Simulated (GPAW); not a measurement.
# Work function of 1T-MnSeTe monolayer at several levels, part 2 of 2

How far do functional and basis move the work function of 1T-MnSeTe monolayer?

GPAW 26.7.0; GPAW, PAW setups; layer in a repeated cell with vacuum, relaxation of atoms and in-plane cell (the session's first sound run).

So far, upper work function (eV): step 3 (the slab's potential, PBE, GPAW) 5.08; step 4 (GPAW, PAW setups) 5.33; step 5 (revPBE) 4.97; step 6 (RPBE) 4.97; step 7 (LDA) 5.41.

**8. Self-consistent run: xc = "vdW-DF2"**

Level of this step: GPAW, PAW setups; slab in vacuum (GPAW).

The same geometry under vdW-DF2, to see how far the functional moves the levels against the vacuum (the van der Waals functionals take revPBE setups).

run.py

```python
import json
import numpy as np
from ase import Atoms
from gpaw import GPAW, PW

slab = Atoms(
    ['Te', 'Mn', 'Se'],
    positions=[
        [1.81322, 1.04686, 8.00000],
        [-0.00000, -0.00000, 9.65738],
        [-0.00000, 2.09372, 10.98850]],
    cell=[[3.62644, 0.0, 0.0], [-1.81322, 3.14058, 0.0], [0.0, 0.0, 18.9885]],
    pbc=[True, True, False],
    magmoms=[0.0, 4.0, 0.0])

slab.calc = GPAW(mode=PW(400), xc='vdW-DF2', kpts={'size': (9, 9, 1), 'gamma': True},
                 occupations={'name': 'fermi-dirac', 'width': 0.05}, nbands='160%',
                 convergence={'density': 1e-05}, maxiter=200,
                 poissonsolver={'dipolelayer': 'xy'},
                 symmetry={'tolerance': 1e-3}, txt='slab.txt')
result = {}
energy = slab.get_potential_energy()
fermi = slab.calc.get_fermi_level()
v = slab.calc.get_electrostatic_potential().mean((0, 1)) - fermi
n = slab.calc.get_pseudo_density().mean((0, 1))
L = slab.cell[2, 2]
z = np.arange(len(v)) * L / len(v)
low, high = slab.positions[:, 2].min(), slab.positions[:, 2].max()
below, above = np.interp([low - 5.8, high + 5.8], z, v)
slopes = [np.interp(x, z, np.gradient(v, z)) for x in (low - 5.8, high + 5.8)]
eps = np.array([[slab.calc.get_eigenvalues(k, s) for k in range(len(slab.calc.get_ibz_k_points()))]
                for s in range(slab.calc.get_number_of_spins())]) - fermi
top, bottom = eps[eps < 0].max(), eps[eps > 0].min()
dipole = slab.get_dipole_moment()[2]
print(f'energy {energy:.4f} eV, Fermi level {fermi:.4f} eV, dipole {dipole:.5f} e A')
print(f'potential 5.8 A off the faces, from the Fermi level: lower {below:.4f} eV, upper {above:.4f} eV')
print(f'slope of the potential there: lower {slopes[0]:.5f}, upper {slopes[1]:.5f} eV/A')
print(f'nearest levels on the mesh: {top:.4f} and {bottom:.4f} eV')
print('magnetic moment', round(slab.get_magnetic_moment(), 3))
result.update(energy=energy, fermi=fermi, dipole=dipole, below=below, above=above, slopes=slopes, edges=[top, bottom],
              z=z.tolist(), v=v.tolist(), n=n.tolist(), positions=slab.positions.tolist(),
              forces=slab.get_forces(apply_constraint=False).tolist(), moments=slab.get_magnetic_moments().tolist())
json.dump(result, open('result.json', 'w'))
```

Started as:

```sh
$ OMP_NUM_THREADS=1 OPENBLAS_NUM_THREADS=1 python run.py
```

The log of the run:

```text
energy -233.3169 eV, Fermi level -1.4203 eV, dipole -0.03865 e A
potential 5.8 A off the faces, from the Fermi level: lower 4.8916 eV, upper 5.5034 eV
slope of the potential there: lower -0.00011, upper 0.00004 eV/A
nearest levels on the mesh: -0.0077 and 0.1246 eV
magnetic moment 2.788
```

Run time: 79 s. Hardware: 1 thread of Arm Neoverse V1, shared host; peak memory 0.43 GiB.

This step gave:

- dipole along the normal: -0.03865 e·Å
- levels nearest the Fermi level on the mesh: -0.007651, 0.1246 eV from the Fermi level
- upper work function: 5.503 eV
- lower work function: 4.892 eV
- site moments: -0.04428, 2.713, -0.01719 μB
- sum of the site moments: 2.651 μB

The electrostatic potential energy of an electron (without an applied field's), less the Fermi level, planar mean by z:

```tsv
z (Å)	electrostatic potential energy of an electron (without an applied field's), less the Fermi level, planar mean (eV)
0	5.20
1	4.89
2	4.89
3	4.89
4	4.89
5	4.87
6	4.58
7	0.751
8	-19.8
9	-4.34
10	-7.47
11	-16.5
12	3.02
13	5.35
14	5.49
15	5.50
16	5.50
17	5.50
18	5.50
```

The upper face's work function is 5.503 eV, against 5.077 eV in the first plane-wave PBE run at this geometry.

**9. Real-space grid: mode = "fd"**

A real-space grid is a second complete basis, so it checks the plane-wave result.

run.py: that of step 8 with these lines changed.

```diff
@@ -3,3 +3,3 @@
 from ase import Atoms
-from gpaw import GPAW, PW
+from gpaw import GPAW
 
@@ -15,3 +15,3 @@
 
-slab.calc = GPAW(mode=PW(400), xc='vdW-DF2', kpts={'size': (9, 9, 1), 'gamma': True},
+slab.calc = GPAW(mode='fd', h=0.18, xc='PBE', kpts={'size': (9, 9, 1), 'gamma': True},
                  occupations={'name': 'fermi-dirac', 'width': 0.05}, nbands='160%',
```

The log of the run:

```text
energy -17.3798 eV, Fermi level -4.7808 eV, dipole -0.03733 e A
potential 5.8 A off the faces, from the Fermi level: lower 4.4840 eV, upper 5.0777 eV
slope of the potential there: lower -0.00002, upper 0.00001 eV/A
nearest levels on the mesh: -0.0611 and 0.0142 eV
magnetic moment 2.847
```

It took 2.5 min on 1 thread; peak memory 0.53 GiB.

This step gave:

* dipole along the normal: -0.03733 e·Å
* levels nearest the Fermi level on the mesh: -0.06108, 0.01418 eV from the Fermi level
* upper work function: 5.078 eV
* lower work function: 4.484 eV
* site moments: -0.08285, 2.881, -0.04404 μB
* sum of the site moments: 2.754 μB

The upper face's work function is 5.078 eV, against 5.077 eV in the first plane-wave PBE run at this geometry.

**10. Atomic orbitals: mode = "lcao"**

Atom-centred orbitals end a few angstrom from the surface, which tests how much the density's tail matters.

run.py: that of step 9 with these lines changed.

```diff
@@ -15,4 +15,4 @@
 
-slab.calc = GPAW(mode='fd', h=0.18, xc='PBE', kpts={'size': (9, 9, 1), 'gamma': True},
-                 occupations={'name': 'fermi-dirac', 'width': 0.05}, nbands='160%',
+slab.calc = GPAW(mode='lcao', basis='dzp', h=0.18, xc='PBE', kpts={'size': (9, 9, 1), 'gamma': True},
+                 occupations={'name': 'fermi-dirac', 'width': 0.05}, nbands='120%',
                  convergence={'density': 1e-05}, maxiter=200,
```

The log of the run:

```text
energy -16.1955 eV, Fermi level -4.6787 eV, dipole -0.04649 e A
potential 5.8 A off the faces, from the Fermi level: lower 4.3091 eV, upper 5.0484 eV
slope of the potential there: lower 0.00000, upper 0.00000 eV/A
nearest levels on the mesh: -0.0024 and 0.0193 eV
magnetic moment 3.035
```

Elapsed: 83 s, on 1 thread; peak memory 0.29 GiB.

Numbers from this step:

* dipole along the normal: -0.04649 e·Å
* levels nearest the Fermi level on the mesh: -0.002394, 0.01930 eV from the Fermi level
* upper work function: 5.048 eV
* lower work function: 4.309 eV
* site moments: -0.09659, 3.082, -0.05048 μB
* sum of the site moments: 2.935 μB

Electrostatic potential energy of an electron (without an applied field's), less the Fermi level, planar mean against z:

z (Å), electrostatic potential energy of an electron (without an applied field's), less the Fermi level, planar mean (eV) and a bar from the least value:
```
        0        4.7 ##############################
        1        4.3 #############################
        2        4.3 #############################
        3        4.3 #############################
        4        4.3 #############################
        5        4.3 #############################
        6        4.2 #############################
        7        0.7 #########################
        8      -19.9 
        9       -4.5 ###################
       10       -7.6 ###############
       11      -16.6 ####
       12        2.8 ###########################
       13        5.0 ##############################
       14        5.0 ##############################
       15        5.0 ##############################
       16        5.0 ##############################
       17        5.0 ##############################
       18        5.0 ##############################
```

The upper face's work function is 5.048 eV, against 5.077 eV in the first plane-wave PBE run at this geometry.

**11. All levels side by side**

Times are for 1 thread of Arm Neoverse V1, shared host. The runs compared:

```tsv
no.	run	upper work function (eV)	lower work function (eV)	time	memory (GiB)
1	pw	5.077	4.481	71 s	0.27
2	optPBE vdW	5.327	4.724	83 s	0.43
3	revPBE	4.970	4.368	70 s	0.26
4	RPBE	4.971	4.363	70 s	0.26
5	LDA	5.411	4.863	63 s	0.25
6	vdW DF2	5.503	4.892	79 s	0.43
7	fd	5.078	4.484	2.5 min	0.53
8	lcao	5.048	4.309	83 s	0.29
```

**12. Side by side**

Results and costs are gathered.

This step: comparison of work functions, dipole and cost (GPAW 26.7.0).

Ladder, by row:

```tsv
step	code	work function, upper (eV)	work function, lower (eV)	dipole (e Å)	wall time (s)	peak memory (GiB)	threads
pw	GPAW	5.077	4.481	-0.03764	71.18	0.27	1
optPBE-vdW	GPAW	5.327	4.724	-0.03807	82.75	0.43	1
revPBE	GPAW	4.97	4.368	-0.03804	70.28	0.26	1
RPBE	GPAW	4.971	4.363	-0.03839	70.32	0.26	1
LDA	GPAW	5.411	4.863	-0.0346	62.81	0.25	1
vdW-DF2	GPAW	5.503	4.892	-0.03865	78.96	0.43	1
fd	GPAW	5.078	4.484	-0.03733	148.2	0.53	1
lcao	GPAW	5.048	4.309	-0.04649	82.83	0.29	1
```

**13. A changed run**

One more run, with changed settings.

This step: GPAW, PAW setups; slab in vacuum (GPAW 26.7.0).

run.py: that of step 10 with these lines changed.

```diff
@@ -3,3 +3,3 @@
 from ase import Atoms
-from gpaw import GPAW
+from gpaw import GPAW, PW
 
@@ -15,5 +15,5 @@
 
-slab.calc = GPAW(mode='lcao', basis='dzp', h=0.18, xc='PBE', kpts={'size': (9, 9, 1), 'gamma': True},
-                 occupations={'name': 'fermi-dirac', 'width': 0.05}, nbands='120%',
-                 convergence={'density': 1e-05}, maxiter=200,
+slab.calc = GPAW(mode=PW(400), xc='PBE', kpts={'size': (9, 9, 1), 'gamma': True},
+                 occupations={'name': 'fermi-dirac', 'width': 2.0}, nbands='160%',
+                 convergence={'density': 1e-05}, maxiter=100,
                  poissonsolver={'dipolelayer': 'xy'},
```

The log of the run:

```text
energy -19.0110 eV, Fermi level -2.6740 eV, dipole -0.00605 e A
potential 5.8 A off the faces, from the Fermi level: lower 7.5948 eV, upper 7.7027 eV
slope of the potential there: lower -0.19539, upper 0.17630 eV/A
nearest levels on the mesh: -0.0805 and 0.0101 eV
magnetic moment 0.0
```

It took 92 s on 1 thread; peak memory 0.27 GiB.

The run finished. A setting was moved off its sound value on purpose, so it serves as a test and not as the result.

The fault put into the input: a smearing of electronvolts (width = 2.0).

Side by side:

```tsv
quantity	this run	sound run	difference
dipole along the normal (e·Å)	-0.0060546	-0.037639	0.0316
sum of the site moments (μB)	1.622e-5	2.7531	-2.75
```

One result that differs is the sum of the site moments, 1.6e-5 μB against 2.75 μB.

**14. Summary of results**

```yaml
work_function_upper_and_lower_face: 5.077 and 4.481 eV
dipole_along_the_normal: -0.0376 e Å
```

**Reading.** With plane waves and PBE the work function is 5.08 eV on the upper face and 4.48 eV on the lower. The two faces differ by 0.60 eV, the step that the slab's dipole makes (e p/(ε0 A) gives 0.60 eV), so the dipole layer is needed. Over the sound runs of the table the upper face's work function spans 4.970 (revPBE) to 5.503 eV (vdW-DF2). The relaxation of atoms and cell ran in a fully periodic cell without the dipole layer, so the atoms of this polar layer felt a small spurious field. One magnetic start was tried; another order may lie lower. The layer's cell and atoms come from the relaxation; spin-orbit coupling and temperature are left out.

[Logs are printed without paths, hosts, clocks, repeated set-up lines and the standing remarks that a program may print on its own settings, such as how far it seeks lower states.]

[Hosts, paths, dates, database ids (printed as entryN), source tags and the programs' standing remarks are cut or masked in the printed files.]
